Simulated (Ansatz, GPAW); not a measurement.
# Work function of a 9-layer slab of V(100) at several levels, part 2 of 3

How far do functional and basis move the work function of a 9-layer slab of V(100)?

GPAW 26.7.0 and Ansatz 0.2.0; Ansatz plane waves; slab in vacuum with a dipole correction, relaxation (the session's first sound run).

So far, upper work function (eV): step 2 (relaxation) 3.73.

### Step 3. Plane waves, PBE

The work function is the vacuum plateau of the electrostatic potential less the Fermi level; a dipole layer lets the two faces have plateaus of their own.

This step: GPAW, PAW setups; slab in vacuum (GPAW 26.7.0).

File run.py:

```python
import json
import numpy as np
from ase import Atoms
from gpaw import GPAW, PW

slab = Atoms(
    ['V', 'V', 'V', 'V', 'V', 'V', 'V', 'V', 'V'],
    positions=[
        [0.00000, 0.00000, 7.00000],
        [1.51000, 1.51000, 8.51000],
        [0.00000, 0.00000, 10.02000],
        [1.51000, 1.51000, 11.53000],
        [-0.00000, 0.00000, 13.01386],
        [1.51000, 1.51000, 14.47982],
        [-0.00000, -0.00000, 16.00053],
        [1.51000, 1.51000, 17.49622],
        [-0.00000, 0.00000, 18.78510]],
    cell=[[3.02, 0.0, 0.0], [0.0, 3.02, 0.0], [0.0, 0.0, 26.08]],
    pbc=[True, True, False])

slab.calc = GPAW(mode=PW(400), xc='PBE', kpts={'size': (10, 10, 1), 'gamma': True},
                 occupations={'name': 'fermi-dirac', 'width': 0.1}, nbands='160%',
                 convergence={'density': 1e-05}, maxiter=200,
                 poissonsolver={'dipolelayer': 'xy'},
                 symmetry={'tolerance': 1e-3}, txt='slab.txt')
result = {}
energy = slab.get_potential_energy()
fermi = slab.calc.get_fermi_level()
v = slab.calc.get_electrostatic_potential().mean((0, 1)) - fermi
n = slab.calc.get_pseudo_density().mean((0, 1))
L = slab.cell[2, 2]
z = np.arange(len(v)) * L / len(v)
low, high = slab.positions[:, 2].min(), slab.positions[:, 2].max()
below, above = np.interp([low - 4.8, high + 4.8], z, v)
slopes = [np.interp(x, z, np.gradient(v, z)) for x in (low - 4.8, high + 4.8)]
eps = np.array([[slab.calc.get_eigenvalues(k, s) for k in range(len(slab.calc.get_ibz_k_points()))]
                for s in range(slab.calc.get_number_of_spins())]) - fermi
top, bottom = eps[eps < 0].max(), eps[eps > 0].min()
dipole = slab.get_dipole_moment()[2]
print(f'energy {energy:.4f} eV, Fermi level {fermi:.4f} eV, dipole {dipole:.5f} e A')
print(f'potential 4.8 A off the faces, from the Fermi level: lower {below:.4f} eV, upper {above:.4f} eV')
print(f'slope of the potential there: lower {slopes[0]:.5f}, upper {slopes[1]:.5f} eV/A')
print(f'nearest levels on the mesh: {top:.4f} and {bottom:.4f} eV')
print('magnetic moment', round(slab.get_magnetic_moment(), 3))
result.update(energy=energy, fermi=fermi, dipole=dipole, below=below, above=above, slopes=slopes, edges=[top, bottom],
              z=z.tolist(), v=v.tolist(), n=n.tolist(), positions=slab.positions.tolist(),
              forces=slab.get_forces(apply_constraint=False).tolist(), moments=slab.get_magnetic_moments().tolist())
json.dump(result, open('result.json', 'w'))
```

Started as:

```console
OMP_NUM_THREADS=1 OPENBLAS_NUM_THREADS=1 python run.py
```

Log:

```text
energy -73.5935 eV, Fermi level 3.1833 eV, dipole 0.00651 e A
potential 4.8 A off the faces, from the Fermi level: lower 3.8508 eV, upper 3.7223 eV
slope of the potential there: lower -0.00275, upper 0.00234 eV/A
nearest levels on the mesh: -0.0013 and 0.0008 eV
magnetic moment 0.0
```

Run time: 10 min. Hardware: 1 thread of Arm Neoverse V1, shared host; peak memory 0.35 GiB.

This step gave:

| Property | Result |
| --- | --- |
| dipole along the normal | 0.006513 e·Å |
| levels nearest the Fermi level on the mesh | -0.001263, 7.65e-4 eV from the Fermi level |
| upper work function | 3.722 eV |
| lower work function | 3.851 eV |

The electrostatic potential energy of an electron (without an applied field's), less the Fermi level, planar mean oscillates, so the rows of the table below give means over windows of 1.46 Å about each position, cut where the curve ends. Its maxima inside the range that stand out by 2 % of the span (Å: eV): 7.7: -5.58, 9.3: -5.53, 10.7: -5.52, 12.3: -5.83, 13.8: -6.03, 15.2: -5.37, 16.8: -5.76, 18.2: -8.71. Its minima: 7.0: -13.6, 8.6: -13.3, 10.0: -13.4, 11.6: -13.3, 13.0: -13.4, 14.5: -13.4, 16.0: -13.4, 17.5: -13.7, 18.8: -14.0.

Electrostatic potential energy of an electron (without an applied field's), less the Fermi level, planar mean against z; means over each step:

| z (Å) | electrostatic potential energy of an electron (without an applied field's), less the Fermi level, planar mean (eV) |
| --- | --- |
| 0.73 | 3.84 |
| 2.19 | 3.85 |
| 3.65 | 3.81 |
| 5.11 | 3.00 |
| 6.57 | -7.01 |
| 8.03 | -9.27 |
| 9.49 | -9.21 |
| 10.95 | -9.17 |
| 12.41 | -9.39 |
| 13.87 | -9.57 |
| 15.33 | -9.06 |
| 16.79 | -9.37 |
| 18.25 | -11.5 |
| 19.71 | -1.90 |
| 21.17 | 3.45 |
| 22.63 | 3.71 |
| 24.09 | 3.72 |
| 25.55 | 3.73 |

The pseudo valence density, planar mean oscillates, so the rows of the table below give means over windows of 1.46 Å about each position, cut where the curve ends. Its maxima inside the range that stand out by 2 % of the span (Å: e/Å³): 7.1: 1.60, 8.6: 1.68, 10.0: 1.70, 11.5: 1.67, 12.9: 1.65, 14.4: 1.64, 16.1: 1.66, 17.5: 1.72, 18.8: 1.70. Its minima: 7.7: 0.400, 9.2: 0.408, 10.8: 0.404, 12.3: 0.409, 13.8: 0.417, 15.2: 0.384, 16.7: 0.406, 18.2: 0.559.

The pseudo valence density, planar mean by z; means over each step:

z (Å), pseudo valence density, planar mean (e/Å³) and a bar:
```
     2.19       0.00 
     3.65       0.00 
     5.11       0.02 #
     6.57       0.76 ####################
     8.03       0.94 #########################
     9.49       0.93 #########################
    10.95       0.93 #########################
    12.41       0.95 #########################
    13.87       0.97 ##########################
    15.33       0.91 ########################
    16.79       0.94 #########################
    18.25       1.14 ##############################
    19.71       0.29 ########
    21.17       0.01 
    22.63       0.00 
    24.09       0.00
```

Force by atom:

| atom | x (eV/Å) | y (eV/Å) | z (eV/Å) | size |
| --- | --- | --- | --- | --- |
| V1 | 0.00 | 0.00 | 1.08 | 1.08 |
| V2 | 0.00 | 0.00 | -0.73 | 0.73 |
| V3 | 0.00 | 0.00 | -0.40 | 0.40 |
| V4 | 0.00 | 0.00 | -0.02 | 0.02 |
| V5 | 0.00 | 0.00 | 0.00 | 0.00 |
| V6 | 0.00 | 0.00 | 0.01 | 0.01 |
| V7 | 0.00 | 0.00 | -0.01 | 0.01 |
| V8 | 0.00 | 0.00 | -0.04 | 0.04 |
| V9 | 0.00 | 0.00 | 0.11 | 0.11 |

The potential is flat to 0.003 eV/Å where it is read, so the vacuum is wide enough. The geometry is the other program's minimum; here the largest force on a free atom is 0.11 eV/Å.

### Step 4. Self-consistent run: xc = "RPBE"

The same geometry under RPBE, to see how far the functional moves the levels against the vacuum.

run.py, as its differences from that of step 3:

```diff
@@ -20,3 +20,3 @@
 
-slab.calc = GPAW(mode=PW(400), xc='PBE', kpts={'size': (10, 10, 1), 'gamma': True},
+slab.calc = GPAW(mode=PW(400), xc='RPBE', kpts={'size': (10, 10, 1), 'gamma': True},
                  occupations={'name': 'fermi-dirac', 'width': 0.1}, nbands='160%',
```

Log:

```text
energy -69.4842 eV, Fermi level 3.3127 eV, dipole 0.00696 e A
potential 4.8 A off the faces, from the Fermi level: lower 3.7057 eV, upper 3.5683 eV
slope of the potential there: lower -0.00326, upper 0.00278 eV/A
nearest levels on the mesh: -0.0029 and 0.0125 eV
magnetic moment 0.0
```

It took 10 min on 1 thread; peak memory 0.35 GiB.

Numbers from this step:

- dipole along the normal: 0.006962 e·Å
- levels nearest the Fermi level on the mesh: -0.002901, 0.01249 eV from the Fermi level
- upper work function: 3.568 eV
- lower work function: 3.706 eV

The electrostatic potential energy of an electron (without an applied field's), less the Fermi level, planar mean oscillates, so the rows of the table below give means over windows of 1.46 Å about each position, cut where the curve ends. Its maxima inside the range that stand out by 2 % of the span (Å: eV): 7.7: -5.70, 9.3: -5.65, 10.7: -5.64, 12.3: -5.95, 13.8: -6.16, 15.2: -5.49, 16.8: -5.88, 18.2: -8.83. Its minima: 7.0: -13.7, 8.6: -13.4, 10.0: -13.5, 11.6: -13.4, 13.0: -13.5, 14.5: -13.5, 16.0: -13.5, 17.5: -13.8, 18.8: -14.0.

The electrostatic potential energy of an electron (without an applied field's), less the Fermi level, planar mean by z; means over each step:

z (Å), electrostatic potential energy of an electron (without an applied field's), less the Fermi level, planar mean (eV) and a bar from the least value:
```
     0.73        3.7 ##############################
     2.19        3.7 ##############################
     3.65        3.7 ##############################
     5.11        2.8 ############################
     6.57       -7.1 #########
     8.03       -9.4 ####
     9.49       -9.3 #####
    10.95       -9.3 #####
    12.41       -9.5 ####
    13.87       -9.7 ####
    15.33       -9.2 #####
    16.79       -9.5 ####
    18.25      -11.6 
    19.71       -2.0 ###################
    21.17        3.3 #############################
    22.63        3.6 ##############################
    24.09        3.6 ##############################
    25.55        3.6 ##############################
```

The pseudo valence density, planar mean oscillates, so the rows of the table below give means over windows of 1.46 Å about each position, cut where the curve ends. Its maxima inside the range that stand out by 2 % of the span (Å: e/Å³): 7.1: 1.60, 8.6: 1.68, 10.0: 1.70, 11.5: 1.68, 12.9: 1.65, 14.4: 1.64, 16.1: 1.66, 17.5: 1.72, 18.8: 1.70. Its minima: 7.7: 0.399, 9.2: 0.407, 10.8: 0.403, 12.3: 0.407, 13.8: 0.416, 15.2: 0.383, 16.7: 0.405, 18.2: 0.557.

Table of pseudo valence density, planar mean by z; means over each step:

| z (Å) | pseudo valence density, planar mean (e/Å³) |
| --- | --- |
| 2.19 | 5.3e-5 |
| 3.65 | 0.00102 |
| 5.11 | 0.0193 |
| 6.57 | 0.759 |
| 8.03 | 0.938 |
| 9.49 | 0.932 |
| 10.95 | 0.929 |
| 12.41 | 0.952 |
| 13.87 | 0.968 |
| 15.33 | 0.913 |
| 16.79 | 0.942 |
| 18.25 | 1.14 |
| 19.71 | 0.288 |
| 21.17 | 0.00674 |
| 22.63 | 3.3e-4 |
| 24.09 | 1.6e-5 |

Force by atom:

| atom | x (eV/Å) | y (eV/Å) | z (eV/Å) | size |
| --- | --- | --- | --- | --- |
| V1 | 0.000 | 0.000 | 0.821 | 0.821 |
| V2 | 0.000 | 0.000 | -0.740 | 0.740 |
| V3 | 0.000 | 0.000 | -0.401 | 0.401 |
| V4 | 0.000 | 0.000 | -0.031 | 0.031 |
| V5 | 0.000 | 0.000 | -0.003 | 0.003 |
| V6 | 0.000 | 0.000 | 0.020 | 0.020 |
| V7 | 0.000 | 0.000 | -0.026 | 0.026 |
| V8 | 0.000 | 0.000 | -0.047 | 0.047 |
| V9 | 0.000 | 0.000 | 0.407 | 0.407 |

The upper face's work function is 3.568 eV, against 3.722 eV in the first plane-wave PBE run at this geometry.

### Step 5. Self-consistent run: xc = "revPBE"

The same geometry under revPBE, to see how far the functional moves the levels against the vacuum.

run.py, as its differences from that of step 4:

```diff
@@ -20,3 +20,3 @@
 
-slab.calc = GPAW(mode=PW(400), xc='RPBE', kpts={'size': (10, 10, 1), 'gamma': True},
+slab.calc = GPAW(mode=PW(400), xc='revPBE', kpts={'size': (10, 10, 1), 'gamma': True},
                  occupations={'name': 'fermi-dirac', 'width': 0.1}, nbands='160%',
```

Log:

```text
energy -70.2802 eV, Fermi level 3.2869 eV, dipole 0.00699 e A
potential 4.8 A off the faces, from the Fermi level: lower 3.7224 eV, upper 3.5845 eV
slope of the potential there: lower -0.00300, upper 0.00256 eV/A
nearest levels on the mesh: -0.0039 and 0.0131 eV
magnetic moment 0.0
```

Elapsed: 10 min, on 1 thread; peak memory 0.35 GiB.

Numbers from this step:

- dipole along the normal: 0.006989 e·Å
- levels nearest the Fermi level on the mesh: -0.003949, 0.01305 eV from the Fermi level
- upper work function: 3.584 eV
- lower work function: 3.722 eV

The upper face's work function is 3.584 eV, against 3.722 eV in the first plane-wave PBE run at this geometry.

### Step 6. OptPBE vdW: xc = "optPBE-vdW"

The same geometry under optPBE-vdW, to see how far the functional moves the levels against the vacuum (the van der Waals functionals take revPBE setups).

run.py, as its differences from that of step 5:

```diff
@@ -20,3 +20,3 @@
 
-slab.calc = GPAW(mode=PW(400), xc='revPBE', kpts={'size': (10, 10, 1), 'gamma': True},
+slab.calc = GPAW(mode=PW(400), xc='optPBE-vdW', kpts={'size': (10, 10, 1), 'gamma': True},
                  occupations={'name': 'fermi-dirac', 'width': 0.1}, nbands='160%',
```

Log:

```text
energy -146.1501 eV, Fermi level 3.0820 eV, dipole 0.00505 e A
potential 4.8 A off the faces, from the Fermi level: lower 4.0504 eV, upper 3.9510 eV
slope of the potential there: lower -0.00500, upper 0.00448 eV/A
nearest levels on the mesh: -0.0113 and 0.0049 eV
magnetic moment 0.0
```

Run time: 11 min. Hardware: 1 thread; peak memory 0.47 GiB.

Numbers from this step:

```
dipole along the normal                    : 0.005047 e·Å
levels nearest the Fermi level on the mesh : -0.01130, 0.004938 eV from the Fermi level
upper work function                        : 3.951 eV
lower work function                        : 4.050 eV
```

The electrostatic potential energy of an electron (without an applied field's), less the Fermi level, planar mean oscillates, so the rows of the table below give means over windows of 1.46 Å about each position, cut where the curve ends. Its maxima inside the range that stand out by 2 % of the span (Å: eV): 7.7: -5.57, 9.3: -5.53, 10.7: -5.53, 12.3: -5.84, 13.8: -6.04, 15.2: -5.38, 16.8: -5.77, 18.2: -8.68. Its minima: 7.0: -13.5, 8.6: -13.3, 10.0: -13.4, 11.6: -13.3, 13.0: -13.3, 14.5: -13.3, 16.0: -13.4, 17.5: -13.7, 18.8: -13.9.

Electrostatic potential energy of an electron (without an applied field's), less the Fermi level, planar mean against z; means over each step:

| z (Å) | electrostatic potential energy of an electron (without an applied field's), less the Fermi level, planar mean (eV) |
| --- | --- |
| 0.73 | 4.05 |
| 2.19 | 4.05 |
| 3.65 | 4.00 |
| 5.11 | 3.11 |
| 6.57 | -6.94 |
| 8.03 | -9.24 |
| 9.49 | -9.20 |
| 10.95 | -9.16 |
| 12.41 | -9.38 |
| 13.87 | -9.55 |
| 15.33 | -9.05 |
| 16.79 | -9.36 |
| 18.25 | -11.5 |
| 19.71 | -1.83 |
| 21.17 | 3.62 |
| 22.63 | 3.93 |
| 24.09 | 3.95 |
| 25.55 | 3.96 |

The upper face's work function is 3.951 eV, against 3.722 eV in the first plane-wave PBE run at this geometry.

### Step 7. Self-consistent run: xc = "LDA"

The same geometry under LDA, to see how far the functional moves the levels against the vacuum.

run.py, as its differences from that of step 6:

```diff
@@ -20,3 +20,3 @@
 
-slab.calc = GPAW(mode=PW(400), xc='optPBE-vdW', kpts={'size': (10, 10, 1), 'gamma': True},
+slab.calc = GPAW(mode=PW(400), xc='LDA', kpts={'size': (10, 10, 1), 'gamma': True},
                  occupations={'name': 'fermi-dirac', 'width': 0.1}, nbands='160%',
```

Log:

```text
energy -81.9838 eV, Fermi level 2.8862 eV, dipole 0.00545 e A
potential 4.8 A off the faces, from the Fermi level: lower 4.0927 eV, upper 3.9853 eV
slope of the potential there: lower -0.00228, upper 0.00193 eV/A
nearest levels on the mesh: -0.0217 and 0.0024 eV
magnetic moment 0.0
```

It took 10 min on 1 thread; peak memory 0.35 GiB.

This step gave:

```
dipole along the normal                    : 0.005453 e·Å
levels nearest the Fermi level on the mesh : -0.02166, 0.002399 eV from the Fermi level
upper work function                        : 3.985 eV
lower work function                        : 4.093 eV
```

The electrostatic potential energy of an electron (without an applied field's), less the Fermi level, planar mean oscillates, so the rows of the table below give means over windows of 1.46 Å about each position, cut where the curve ends. Its maxima inside the range that stand out by 2 % of the span (Å: eV): 7.7: -5.20, 9.3: -5.16, 10.7: -5.15, 12.3: -5.46, 13.8: -5.66, 15.2: -5.01, 16.8: -5.39, 18.2: -8.32. Its minima: 7.0: -13.3, 8.6: -13.0, 10.0: -13.1, 11.6: -13.0, 13.0: -13.1, 14.5: -13.1, 16.0: -13.1, 17.5: -13.4, 18.8: -13.7.

The electrostatic potential energy of an electron (without an applied field's), less the Fermi level, planar mean by z; means over each step:

| z (Å) | electrostatic potential energy of an electron (without an applied field's), less the Fermi level, planar mean (eV) |
| --- | --- |
| 0.73 | 4.09 |
| 2.19 | 4.09 |
| 3.65 | 4.06 |
| 5.11 | 3.25 |
| 6.57 | -6.71 |
| 8.03 | -8.92 |
| 9.49 | -8.88 |
| 10.95 | -8.84 |
| 12.41 | -9.05 |
| 13.87 | -9.23 |
| 15.33 | -8.72 |
| 16.79 | -9.03 |
| 18.25 | -11.2 |
| 19.71 | -1.61 |
| 21.17 | 3.72 |
| 22.63 | 3.98 |
| 24.09 | 3.99 |
| 25.55 | 3.99 |

The upper face's work function is 3.985 eV, against 3.722 eV in the first plane-wave PBE run at this geometry.

### Step 8. Self-consistent run: xc = "vdW-DF2"

The same geometry under vdW-DF2, to see how far the functional moves the levels against the vacuum (the van der Waals functionals take revPBE setups).

run.py, as its differences from that of step 7:

```diff
@@ -20,3 +20,3 @@
 
-slab.calc = GPAW(mode=PW(400), xc='LDA', kpts={'size': (10, 10, 1), 'gamma': True},
+slab.calc = GPAW(mode=PW(400), xc='vdW-DF2', kpts={'size': (10, 10, 1), 'gamma': True},
                  occupations={'name': 'fermi-dirac', 'width': 0.1}, nbands='160%',
```

Log:

```text
energy -456.3454 eV, Fermi level 3.0359 eV, dipole 0.00399 e A
potential 4.8 A off the faces, from the Fermi level: lower 4.2204 eV, upper 4.1420 eV
slope of the potential there: lower -0.00473, upper 0.00431 eV/A
nearest levels on the mesh: -0.0010 and 0.0036 eV
magnetic moment 0.0
```

Wall time 12 min (1 thread); peak memory 0.47 GiB.

Numbers from this step:

* dipole along the normal: 0.003995 e·Å
* levels nearest the Fermi level on the mesh: -0.001043, 0.003598 eV from the Fermi level
* upper work function: 4.142 eV
* lower work function: 4.220 eV

The upper face's work function is 4.142 eV, against 3.722 eV in the first plane-wave PBE run at this geometry.

### Step 9. Real-space grid: mode = "fd"

A real-space grid is a second complete basis, so it checks the plane-wave result.

run.py, as its differences from that of step 8:

```diff
@@ -3,3 +3,3 @@
 from ase import Atoms
-from gpaw import GPAW, PW
+from gpaw import GPAW
 
@@ -20,3 +20,3 @@
 
-slab.calc = GPAW(mode=PW(400), xc='vdW-DF2', kpts={'size': (10, 10, 1), 'gamma': True},
+slab.calc = GPAW(mode='fd', h=0.18, xc='PBE', kpts={'size': (10, 10, 1), 'gamma': True},
                  occupations={'name': 'fermi-dirac', 'width': 0.1}, nbands='160%',
```

Log:

```text
energy -73.8366 eV, Fermi level -3.7862 eV, dipole 0.00646 e A
potential 4.8 A off the faces, from the Fermi level: lower 3.8493 eV, upper 3.7212 eV
slope of the potential there: lower -0.00254, upper 0.00220 eV/A
nearest levels on the mesh: -0.0007 and 0.0009 eV
magnetic moment 0.0
```

Elapsed: 49 min, on 1 thread; peak memory 1.8 GiB.

Numbers from this step:

| Item | Value |
| --- | --- |
| dipole along the normal | 0.006462 e·Å |
| levels nearest the Fermi level on the mesh | -7.00e-4, 9.25e-4 eV from the Fermi level |
| upper work function | 3.721 eV |
| lower work function | 3.849 eV |

The electrostatic potential energy of an electron (without an applied field's), less the Fermi level, planar mean oscillates, so the rows of the table below give means over windows of 1.45 Å about each position, cut where the curve ends. Its maxima inside the range that stand out by 2 % of the span (Å: eV): 7.8: -5.53, 9.2: -5.54, 10.8: -5.49, 12.3: -5.84, 13.8: -6.02, 15.2: -5.38, 16.8: -5.71, 18.1: -8.70. Its minima: 7.0: -13.6, 8.5: -13.4, 10.1: -13.4, 11.5: -13.4, 13.0: -13.4, 14.5: -13.4, 16.0: -13.5, 17.5: -13.7, 18.7: -14.0.

The electrostatic potential energy of an electron (without an applied field's), less the Fermi level, planar mean by z; means over each step:

| z (Å) | electrostatic potential energy of an electron (without an applied field's), less the Fermi level, planar mean (eV) |
| --- | --- |
| 0.72 | 3.85 |
| 2.17 | 3.85 |
| 3.62 | 3.81 |
| 5.07 | 3.06 |
| 6.52 | -6.64 |
| 7.97 | -9.23 |
| 9.42 | -9.16 |
| 10.87 | -9.12 |
| 12.32 | -9.35 |
| 13.77 | -9.54 |
| 15.22 | -9.01 |
| 16.67 | -9.33 |
| 18.12 | -11.6 |
| 19.57 | -3.32 |
| 21.02 | 3.35 |
| 22.47 | 3.71 |
| 23.92 | 3.72 |
| 25.37 | 3.72 |

The upper face's work function is 3.721 eV, against 3.722 eV in the first plane-wave PBE run at this geometry.

### Step 10. The ladder

Times are for 1 thread of Arm Neoverse V1, shared host. The series side by side:

| no. | run | upper work function (eV) | lower work function (eV) | time | memory (GiB) |
| --- | --- | --- | --- | --- | --- |
| 1 | pw | 3.722 | 3.851 | 10 min | 0.35 |
| 2 | RPBE | 3.568 | 3.706 | 10 min | 0.35 |
| 3 | revPBE | 3.584 | 3.722 | 10 min | 0.35 |
| 4 | optPBE vdW | 3.951 | 4.050 | 11 min | 0.47 |
| 5 | LDA | 3.985 | 4.093 | 10 min | 0.35 |
| 6 | vdW DF2 | 4.142 | 4.220 | 12 min | 0.47 |
| 7 | fd | 3.721 | 3.849 | 49 min | 1.8 |

(Part 2 of 3 ends here.)

[Logs are printed without paths, hosts, clocks, repeated set-up lines and the standing remarks that a program may print on its own settings, such as how far it seeks lower states.]

[Hosts, paths, dates, database ids (printed as entryN), source tags and the programs' standing remarks are cut or masked in the printed files.]
